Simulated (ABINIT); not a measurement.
Computed results, one entry a study.

### Be3N2 (R3m): G0W0 with ABINIT, start to end

Symmetry: R3m, No. 160, trigonal system. The conventional cell has a = 2.840 Å, b = 2.840 Å, c = 14.599 Å, α = 90.00°, β = 90.00°, γ = 120.00°. Nearest to Be lie 3 N at 1.65 Å. Nearest to Be lie 4 N at 1.66 to 1.84 Å. Nearest to Be lie 4 N at 1.68 to 1.78 Å. N has 5 Be at 1.65 to 1.68 Å nearest. Nearest to N lie 6 Be at 1.78 to 1.84 Å. Farther neighbours, and contacts between anions beyond the nearest, are not listed.

```xyz
5
Lattice="1.4198 0.8197 4.8662 -1.4198 0.8197 4.8662 0.0000 -1.6394 4.8662" Properties=species:S:1:pos:R:3 pbc="T T T"
Be    0.0000    0.0000   12.5403
Be    0.0000    0.0000    4.6379
Be    0.0000    0.0000    1.2965
N     0.0000    0.0000    2.9805
N     0.0000    0.0000   10.3422
```

```
method               : RPA screening on PBEsol, plane waves, norm-conserving pseudopotentials (and 2 further levels or steps)
program              : ABINIT 10.8.3
settings             : cutoff 38 Ha, PseudoDojo scalar-relativistic 0.4.1 standard, norm-conserving, potential set dojo-sr-pbesol-0.4.1-standard, ngkpt (4, 4, 4), nband 83, ecuteps 4.8 Ha, inclvkb 2, shiftk (0, 0, 0), symchi 1, awtr 1, frequency ppm, 4×4×4 k-mesh
cost                 : 5 runs, 4.8 min in all on 4 MPI ranks of Arm Neoverse V2, shared host
notes                : The program’s warnings: nkpt*nsppol () is not a multiple of nproc spkpt (). The cell and positions are those that the Materials Project relaxed with its own functionals (PBE, PBE+U or r2SCAN), kept fixed.
PBEsol gap           : 2.67 eV, indirect
G0W0 gap on the mesh : 4.04 eV
GW settings          : 4×4×4 mesh, 83 bands, screening to 130.6 eV, Godby-Needs plasmon pole
known limits         : short of the basis limit
```

G0W0 moves the gap on the mesh from 2.67 eV to 4.04 eV (+1.37 eV), with Z of 0.81 and 0.84 at the edges. Local fields lower the RPA ε∞ on this mesh from 5.23 to 4.82.

[Long decimals in the printed logs are rounded to 6 places.]

[Logs are printed without paths, hosts, clocks, repeated set-up lines and the standing remarks that a program may print on its own settings, such as how far it seeks lower states.]

[Paths, hosts, dates, memory and timing lines, banners, echoed tables and standing remarks are left out of the program output; an Ansatz launch command may be rebuilt from the run's recorded settings. Measured values are a selection of at most five: reports struck by readers or far from the other reports are left out. None is set beside runs whose start may be inverted or whose files or cutoffs have a known fault.]

[Runs of the session that timed out or met a known fault of the program may be left out.]

[Hosts, paths, dates, database ids (printed as entryN), source tags and the programs' standing remarks are cut or masked in the printed files.]

[G0W0 gaps are taken among the corrected bands and points alone; a level outside them can change the order at an edge.]

[Where Ansatz stands beside ABINIT at settings called matched, ABINIT's density can come from a denser mesh and the files from another edition; pairs whose starting gaps differed by over 0.03 eV were left out, so agreement reads better than it is.]
